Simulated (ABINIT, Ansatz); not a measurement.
# MgSiS3 (Pm-3m): zone-centre phonons, part 3 of 4

Wanted: the vibrations of MgSiS3 (Pm-3m) at Γ, by two programs.

ABINIT 10.8.3; DFT LDA, scalar-relativistic, plane waves, HGH norm-conserving pseudopotentials.

So far. Step 5 (Ground state): The cell stands at -0.28 GPa: the relaxation ran with a smoothed and higher cutoff, and the difference is a stress of the finite basis. Step 6 (Linear response at Γ): The acoustic modes at Γ come out as far as 0.9 cm⁻¹ from zero, where they should vanish, a small numerical error. The lowest optical mode is imaginary, 203i cm⁻¹, an instability at this level and on this k mesh. The relaxed cell has a = 4.467 Å (conventional setting).

The structure was built from a prototype and need not be the compound's stable phase.

## Step 7: Zone-centre analysis

anaddb reads the merged derivatives and imposes the acoustic sum rule.

File anaddb.abi:

```
ddb_filepath "gamma_DDB"
output_file "anaddb.abo"
outdata_prefix "anaddb"
asr 1
chneut 1
enunit 2
eivec 1
nph1l 1
qph1l 0.0 0.0 0.0 1.0
```

File mrgddb.in:

```
gamma_DDB
merged
2
dfpt_gammao_DDB
gso_DDB
```

Started as:

```sh
$ mrgddb < mrgddb.in > mrgddb.log
$ OMP_NUM_THREADS=1 anaddb anaddb.abi > anaddb.log
```

anaddb.abo, the main output file:

```text
-outvars_anaddb: echo values of input variables ----------------------

 Miscellaneous information :
      enunit         2
       eivec         1
         asr         1
 First list of wavevector (reduced coord.) :
       nph1l         1
       qph1l
                     0.00000000E+00  0.00000000E+00  0.00000000E+00    1.000E+00

================================================================================

 read the DDB information and perform some checks

  ==== Info on the Cryst% object ====
 Real(R)+Recip(G) space primitive vectors, cartesian coordinates (Bohr,Bohr^-1):
 R(1)=  8.4405050  0.0000000  0.0000000  G(1)=  0.1184763  0.0000000  0.0000000
 R(2)=  0.0000000  8.4405050  0.0000000  G(2)=  0.0000000  0.1184763  0.0000000
 R(3)=  0.0000000  0.0000000  8.4405050  G(3)=  0.0000000  0.0000000  0.1184763
 Unit cell volume ucvol=  6.0131952E+02 bohr^3
 Angles (23,13,12)=  9.00000000E+01  9.00000000E+01  9.00000000E+01 degrees
 Time-reversal symmetry is present
 Reduced atomic positions [iatom, xred, symbol]:
    1)    0.0000000  0.0000000  0.0000000  Mg
    2)    0.5000000  0.5000000  0.5000000  Si
    3)    0.5000000  0.5000000  0.0000000   S
    4)    0.5000000  0.0000000  0.5000000   S
    5)    0.0000000  0.5000000  0.5000000   S

 DDB file with 3 blocks has been read.

================================================================================

 Treat the first list of vectors

  Phonon wavevector (reduced coordinates) :  0.00000  0.00000  0.00000
 Phonon energies in Hartree :
  -9.269348E-04 -9.269348E-04 -9.269348E-04 -8.053096E-04 -8.053096E-04
  -8.053096E-04 -3.557449E-05 -3.557449E-05 -3.557449E-05  4.136316E-08
   4.141841E-08  4.158364E-08  1.800781E-03  1.800781E-03  1.800781E-03
 Phonon energies in meV     :
- -2.522318E+01 -2.522318E+01 -2.522318E+01 -2.191359E+01 -2.191359E+01
- -2.191359E+01 -9.680312E-01 -9.680312E-01 -9.680312E-01  1.125549E-03
-  1.127052E-03  1.131549E-03  4.900175E+01  4.900175E+01  4.900175E+01
 Phonon frequencies in cm-1    :
- -2.034387E+02 -2.034387E+02 -2.034387E+02 -1.767450E+02 -1.767450E+02
- -1.767450E+02 -7.807699E+00 -7.807699E+00 -7.807699E+00  9.078165E-03
-  9.090290E-03  9.126554E-03  3.952258E+02  3.952258E+02  3.952258E+02
 Phonon frequencies in Thz     :
- -6.098938E+00 -6.098938E+00 -6.098938E+00 -5.298683E+00 -5.298683E+00
- -5.298683E+00 -2.340689E-01 -2.340689E-01 -2.340689E-01  2.721565E-04
-  2.725201E-04  2.736072E-04  1.184857E+01  1.184857E+01  1.184857E+01
 Phonon energies in Kelvin  :
- -2.927029E+02 -2.927029E+02 -2.927029E+02 -2.542967E+02 -2.542967E+02
- -2.542967E+02 -1.123354E+01 -1.123354E+01 -1.123354E+01  1.306145E-02
-  1.307890E-02  1.313108E-02  5.686417E+02  5.686417E+02  5.686417E+02

 Eigendisplacements
 (will be given, for each mode : in cartesian coordinates
   for each atom the real part of the displacement vector,
   then the imaginary part of the displacement vector - absolute values smaller than 1.0d-7 are set to zero)
  Mode number    1   Energy   -9.269348E-04
 Attention : low frequency mode.
   (Could be unstable or acoustic mode)
-  1  0.00000000E+00  0.00000000E+00  0.00000000E+00
-     0.00000000E+00  0.00000000E+00  0.00000000E+00
-  2  0.00000000E+00  0.00000000E+00  0.00000000E+00
-     0.00000000E+00  0.00000000E+00  0.00000000E+00
-  3  0.00000000E+00  0.00000000E+00  0.00000000E+00
-     0.00000000E+00  0.00000000E+00  0.00000000E+00
-  4  0.00000000E+00  0.00000000E+00  2.92470830E-03
-     0.00000000E+00  0.00000000E+00  0.00000000E+00
-  5  0.00000000E+00  0.00000000E+00 -2.92470830E-03
-     0.00000000E+00  0.00000000E+00  0.00000000E+00
  Mode number    2   Energy   -9.269348E-04
 Attention : low frequency mode.
   (Could be unstable or acoustic mode)
-  1  0.00000000E+00  0.00000000E+00  0.00000000E+00
-     0.00000000E+00  0.00000000E+00  0.00000000E+00
-  2  0.00000000E+00  0.00000000E+00  0.00000000E+00
-     0.00000000E+00  0.00000000E+00  0.00000000E+00
-  3  0.00000000E+00 -2.92470830E-03  0.00000000E+00
-     0.00000000E+00  0.00000000E+00  0.00000000E+00
-  4  0.00000000E+00  0.00000000E+00  0.00000000E+00
-     0.00000000E+00  0.00000000E+00  0.00000000E+00
-  5  0.00000000E+00  2.92470830E-03  0.00000000E+00
-     0.00000000E+00  0.00000000E+00  0.00000000E+00
  Mode number    3   Energy   -9.269348E-04
 Attention : low frequency mode.
   (Could be unstable or acoustic mode)
-  1  0.00000000E+00  0.00000000E+00  0.00000000E+00
-     0.00000000E+00  0.00000000E+00  0.00000000E+00
-  2  0.00000000E+00  0.00000000E+00  0.00000000E+00
-     0.00000000E+00  0.00000000E+00  0.00000000E+00
-  3  2.92470830E-03  0.00000000E+00  0.00000000E+00
-     0.00000000E+00  0.00000000E+00  0.00000000E+00
-  4 -2.92470830E-03  0.00000000E+00  0.00000000E+00
-     0.00000000E+00  0.00000000E+00  0.00000000E+00
-  5  0.00000000E+00  0.00000000E+00  0.00000000E+00
-     0.00000000E+00  0.00000000E+00  0.00000000E+00
  Mode number    4   Energy   -8.053096E-04
 Attention : low frequency mode.
   (Could be unstable or acoustic mode)
-  1  0.00000000E+00  0.00000000E+00 -3.60519027E-03
-     0.00000000E+00  0.00000000E+00  0.00000000E+00
-  2  0.00000000E+00  0.00000000E+00 -1.07622222E-03
-     0.00000000E+00  0.00000000E+00  0.00000000E+00
-  3  0.00000000E+00  0.00000000E+00  1.48247507E-04
-     0.00000000E+00  0.00000000E+00  0.00000000E+00
-  4  0.00000000E+00  0.00000000E+00  1.76348730E-03
-     0.00000000E+00  0.00000000E+00  0.00000000E+00
-  5  0.00000000E+00  0.00000000E+00  1.76348730E-03
-     0.00000000E+00  0.00000000E+00  0.00000000E+00
  Mode number    5   Energy   -8.053096E-04
 Attention : low frequency mode.
   (Could be unstable or acoustic mode)
-  1  0.00000000E+00  3.60519027E-03  0.00000000E+00
-     0.00000000E+00  0.00000000E+00  0.00000000E+00
-  2  0.00000000E+00  1.07622222E-03  0.00000000E+00
-     0.00000000E+00  0.00000000E+00  0.00000000E+00
-  3  0.00000000E+00 -1.76348730E-03  0.00000000E+00
-     0.00000000E+00  0.00000000E+00  0.00000000E+00
-  4  0.00000000E+00 -1.48247507E-04  0.00000000E+00
-     0.00000000E+00  0.00000000E+00  0.00000000E+00
-  5  0.00000000E+00 -1.76348730E-03  0.00000000E+00
-     0.00000000E+00  0.00000000E+00  0.00000000E+00
  Mode number    6   Energy   -8.053096E-04
 Attention : low frequency mode.
   (Could be unstable or acoustic mode)
-  1  3.60519027E-03  0.00000000E+00  0.00000000E+00
-     0.00000000E+00  0.00000000E+00  0.00000000E+00
-  2  1.07622222E-03  0.00000000E+00  0.00000000E+00
-     0.00000000E+00  0.00000000E+00  0.00000000E+00
-  3 -1.76348730E-03  0.00000000E+00  0.00000000E+00
-     0.00000000E+00  0.00000000E+00  0.00000000E+00
-  4 -1.76348730E-03  0.00000000E+00  0.00000000E+00
-     0.00000000E+00  0.00000000E+00  0.00000000E+00
-  5 -1.48247507E-04  0.00000000E+00  0.00000000E+00
-     0.00000000E+00  0.00000000E+00  0.00000000E+00
  Mode number    7   Energy   -3.557449E-05
 Attention : low frequency mode.
   (Could be unstable or acoustic mode)
-  1  0.00000000E+00  0.00000000E+00  2.42133650E-03
-     0.00000000E+00  0.00000000E+00  0.00000000E+00
-  2  0.00000000E+00  0.00000000E+00 -3.20276758E-03
-     0.00000000E+00  0.00000000E+00  0.00000000E+00
-  3  0.00000000E+00  0.00000000E+00 -1.17961746E-03
-     0.00000000E+00  0.00000000E+00  0.00000000E+00
-  4  0.00000000E+00  0.00000000E+00  1.06960035E-03
-     0.00000000E+00  0.00000000E+00  0.00000000E+00
-  5  0.00000000E+00  0.00000000E+00  1.06960035E-03
-     0.00000000E+00  0.00000000E+00  0.00000000E+00
  Mode number    8   Energy   -3.557449E-05
 Attention : low frequency mode.
   (Could be unstable or acoustic mode)
-  1  0.00000000E+00  2.42133650E-03  0.00000000E+00
-     0.00000000E+00  0.00000000E+00  0.00000000E+00
-  2  0.00000000E+00 -3.20276758E-03  0.00000000E+00
-     0.00000000E+00  0.00000000E+00  0.00000000E+00
-  3  0.00000000E+00  1.06960035E-03  0.00000000E+00
-     0.00000000E+00  0.00000000E+00  0.00000000E+00
-  4  0.00000000E+00 -1.17961746E-03  0.00000000E+00
-     0.00000000E+00  0.00000000E+00  0.00000000E+00
-  5  0.00000000E+00  1.06960035E-03  0.00000000E+00
-     0.00000000E+00  0.00000000E+00  0.00000000E+00
  Mode number    9   Energy   -3.557449E-05
 Attention : low frequency mode.
   (Could be unstable or acoustic mode)
-  1  2.42133650E-03  0.00000000E+00  0.00000000E+00
-     0.00000000E+00  0.00000000E+00  0.00000000E+00
-  2 -3.20276758E-03  0.00000000E+00  0.00000000E+00
-     0.00000000E+00  0.00000000E+00  0.00000000E+00
-  3  1.06960035E-03  0.00000000E+00  0.00000000E+00
-     0.00000000E+00  0.00000000E+00  0.00000000E+00
-  4  1.06960035E-03  0.00000000E+00  0.00000000E+00
-     0.00000000E+00  0.00000000E+00  0.00000000E+00
-  5 -1.17961746E-03  0.00000000E+00  0.00000000E+00
-     0.00000000E+00  0.00000000E+00  0.00000000E+00
  Mode number   10   Energy    4.136316E-08
 Attention : low frequency mode.
   (Could be unstable or acoustic mode)
-  1  0.00000000E+00  0.00000000E+00 -1.92423956E-03
-     0.00000000E+00  0.00000000E+00  0.00000000E+00
-  2  0.00000000E+00  0.00000000E+00 -1.91772955E-03
-     0.00000000E+00  0.00000000E+00  0.00000000E+00
-  3  0.00000000E+00  0.00000000E+00 -1.92007910E-03
-     0.00000000E+00  0.00000000E+00  0.00000000E+00
-  4  0.00000000E+00  0.00000000E+00 -1.92268676E-03
-     0.00000000E+00  0.00000000E+00  0.00000000E+00
-  5  0.00000000E+00  0.00000000E+00 -1.92268676E-03
-     0.00000000E+00  0.00000000E+00  0.00000000E+00
  Mode number   11   Energy    4.141841E-08
 Attention : low frequency mode.
   (Could be unstable or acoustic mode)
-  1  0.00000000E+00 -1.92423956E-03  0.00000000E+00
-     0.00000000E+00  0.00000000E+00  0.00000000E+00
-  2  0.00000000E+00 -1.91772955E-03  0.00000000E+00
-     0.00000000E+00  0.00000000E+00  0.00000000E+00
-  3  0.00000000E+00 -1.92268676E-03  0.00000000E+00
-     0.00000000E+00  0.00000000E+00  0.00000000E+00
-  4  0.00000000E+00 -1.92007910E-03  0.00000000E+00
-     0.00000000E+00  0.00000000E+00  0.00000000E+00
-  5  0.00000000E+00 -1.92268676E-03  0.00000000E+00
-     0.00000000E+00  0.00000000E+00  0.00000000E+00
  Mode number   12   Energy    4.158364E-08
 Attention : low frequency mode.
   (Could be unstable or acoustic mode)
-  1  1.92423956E-03  0.00000000E+00  0.00000000E+00
-     0.00000000E+00  0.00000000E+00  0.00000000E+00
-  2  1.91772955E-03  0.00000000E+00  0.00000000E+00
-     0.00000000E+00  0.00000000E+00  0.00000000E+00
-  3  1.92268676E-03  0.00000000E+00  0.00000000E+00
-     0.00000000E+00  0.00000000E+00  0.00000000E+00
-  4  1.92268676E-03  0.00000000E+00  0.00000000E+00
-     0.00000000E+00  0.00000000E+00  0.00000000E+00
-  5  1.92007910E-03  0.00000000E+00  0.00000000E+00
-     0.00000000E+00  0.00000000E+00  0.00000000E+00
  Mode number   13   Energy    1.800781E-03
-  1  0.00000000E+00  0.00000000E+00  8.77237269E-05
-     0.00000000E+00  0.00000000E+00  0.00000000E+00
-  2  0.00000000E+00  0.00000000E+00  2.10685421E-03
-     0.00000000E+00  0.00000000E+00  0.00000000E+00
-  3  0.00000000E+00  0.00000000E+00 -3.46520690E-03
-     0.00000000E+00  0.00000000E+00  0.00000000E+00
-  4  0.00000000E+00  0.00000000E+00  7.76699366E-04
-     0.00000000E+00  0.00000000E+00  0.00000000E+00
-  5  0.00000000E+00  0.00000000E+00  7.76699366E-04
-     0.00000000E+00  0.00000000E+00  0.00000000E+00
  Mode number   14   Energy    1.800781E-03
-  1  0.00000000E+00  8.77237269E-05  0.00000000E+00
-     0.00000000E+00  0.00000000E+00  0.00000000E+00
-  2  0.00000000E+00  2.10685421E-03  0.00000000E+00
-     0.00000000E+00  0.00000000E+00  0.00000000E+00
-  3  0.00000000E+00  7.76699366E-04  0.00000000E+00
-     0.00000000E+00  0.00000000E+00  0.00000000E+00
-  4  0.00000000E+00 -3.46520690E-03  0.00000000E+00
-     0.00000000E+00  0.00000000E+00  0.00000000E+00
-  5  0.00000000E+00  7.76699366E-04  0.00000000E+00
-     0.00000000E+00  0.00000000E+00  0.00000000E+00
  Mode number   15   Energy    1.800781E-03
-  1  8.77237269E-05  0.00000000E+00  0.00000000E+00
-     0.00000000E+00  0.00000000E+00  0.00000000E+00
-  2  2.10685421E-03  0.00000000E+00  0.00000000E+00
-     0.00000000E+00  0.00000000E+00  0.00000000E+00
-  3  7.76699366E-04  0.00000000E+00  0.00000000E+00
-     0.00000000E+00  0.00000000E+00  0.00000000E+00
-  4  7.76699366E-04  0.00000000E+00  0.00000000E+00
-     0.00000000E+00  0.00000000E+00  0.00000000E+00
-  5 -3.46520690E-03  0.00000000E+00  0.00000000E+00
-     0.00000000E+00  0.00000000E+00  0.00000000E+00

 Analysis of degeneracies and characters (maximum tolerance=1.00E-06 a.u.)
 For each vibration mode, or group of modes if degenerate,
 the characters are given for each symmetry operation (see the list in the log file).
 Symmetry characters of vibration mode #   1
       degenerate with vibration modes #   2 to    3
  3.0 -3.0 -1.0  1.0 -1.0  1.0 -1.0  1.0 -1.0  1.0  1.0 -1.0 -1.0  1.0  1.0 -1.0
  0.0 -0.0  0.0 -0.0 -0.0  0.0 -0.0  0.0 -1.0  1.0  1.0 -1.0  1.0 -1.0 -1.0  1.0
  0.0 -0.0 -0.0  0.0 -0.0  0.0  0.0 -0.0 -1.0  1.0 -1.0  1.0  1.0 -1.0  1.0 -1.0
 Symmetry characters of vibration mode #   4
       degenerate with vibration modes #   5 to    6
  3.0 -3.0 -1.0  1.0 -1.0  1.0 -1.0  1.0  1.0 -1.0 -1.0  1.0  1.0 -1.0 -1.0  1.0
 -0.0  0.0  0.0 -0.0 -0.0  0.0 -0.0  0.0  1.0 -1.0 -1.0  1.0 -1.0  1.0  1.0 -1.0
 -0.0  0.0 -0.0  0.0 -0.0  0.0  0.0 -0.0  1.0 -1.0  1.0 -1.0 -1.0  1.0 -1.0  1.0
 Symmetry characters of vibration mode #   7
       degenerate with vibration modes #   8 to    9
  3.0 -3.0 -1.0  1.0 -1.0  1.0 -1.0  1.0  1.0 -1.0 -1.0  1.0  1.0 -1.0 -1.0  1.0
 -0.0  0.0  0.0 -0.0 -0.0  0.0  0.0 -0.0  1.0 -1.0 -1.0  1.0 -1.0  1.0  1.0 -1.0
 -0.0  0.0 -0.0  0.0  0.0 -0.0  0.0 -0.0  1.0 -1.0  1.0 -1.0 -1.0  1.0 -1.0  1.0
 Symmetry characters of vibration mode #  10
       degenerate with vibration modes #  11 to   12
  3.0 -3.0 -1.0  1.0 -1.0  1.0 -1.0  1.0  1.0 -1.0 -1.0  1.0  1.0 -1.0 -1.0  1.0
 -0.0  0.0 -0.0  0.0  0.0 -0.0  0.0 -0.0  1.0 -1.0 -1.0  1.0 -1.0  1.0  1.0 -1.0
 -0.0  0.0  0.0 -0.0  0.0 -0.0 -0.0  0.0  1.0 -1.0  1.0 -1.0 -1.0  1.0 -1.0  1.0
 Symmetry characters of vibration mode #  13
       degenerate with vibration modes #  14 to   15
  3.0 -3.0 -1.0  1.0 -1.0  1.0 -1.0  1.0  1.0 -1.0 -1.0  1.0  1.0 -1.0 -1.0  1.0
  0.0 -0.0  0.0 -0.0 -0.0  0.0 -0.0  0.0  1.0 -1.0 -1.0  1.0 -1.0  1.0  1.0 -1.0
  0.0 -0.0 -0.0  0.0 -0.0  0.0  0.0 -0.0  1.0 -1.0  1.0 -1.0 -1.0  1.0 -1.0  1.0
-
```

Run time: 0.5 s. Hardware: 1 thread of Arm Neoverse V1, shared host.

No LO-TO term; unit eigenvectors of the mass-weighted matrix, from anaddb's displacements. Modes at Γ, with each element's share of the kinetic energy (negative means imaginary):

```
mode  frequency (cm⁻¹)  symmetry  Mg %  Si %  S %
   1            -203.4       T2u     0     0  100
   2            -203.4       T2u     0     0  100
   3            -203.4       T2u     0     0  100
   4            -176.7       T1u    58     6   36
   5            -176.7       T1u    58     6   36
   6            -176.7       T1u    58     6   36
   7              -7.8       T1u    26    53   22
   8              -7.8       T1u    26    53   22
   9              -7.8       T1u    26    53   22
  10               0.0  acoustic    16    19   65
  11               0.0  acoustic    16    19   65
  12               0.0  acoustic    16    19   65
  13             395.2       T1u     0    23   77
  14             395.2       T1u     0    23   77
  15             395.2       T1u     0    23   77
```

Displacements in mode 1 (-203.4 cm⁻¹), the largest set to 1:
```
Mg1  0.00  0.00  0.00
Si2  0.00  0.00  0.00
S3   0.00  0.00  0.00
S4   0.00  0.00  1.00
S5   0.00  0.00 -1.00
```

Displacements in mode 4 (-176.7 cm⁻¹), the largest set to 1:
```
Mg1  0.00  0.00 -1.00
Si2  0.00  0.00 -0.30
S3   0.00  0.00  0.04
S4   0.00  0.00  0.49
S5   0.00  0.00  0.49
```

The rule moves no optical mode by more than 0.1 cm⁻¹.

(Continued in part 4 of 4.)

[Host names and launcher messages were left out of these logs when they were recorded.]

[Logs are printed without paths, hosts, clocks, repeated set-up lines and the standing remarks that a program may print on its own settings, such as how far it seeks lower states.]

[Hosts, paths, dates, database ids (printed as entryN), source tags and the programs' standing remarks are cut or masked in the printed files.]
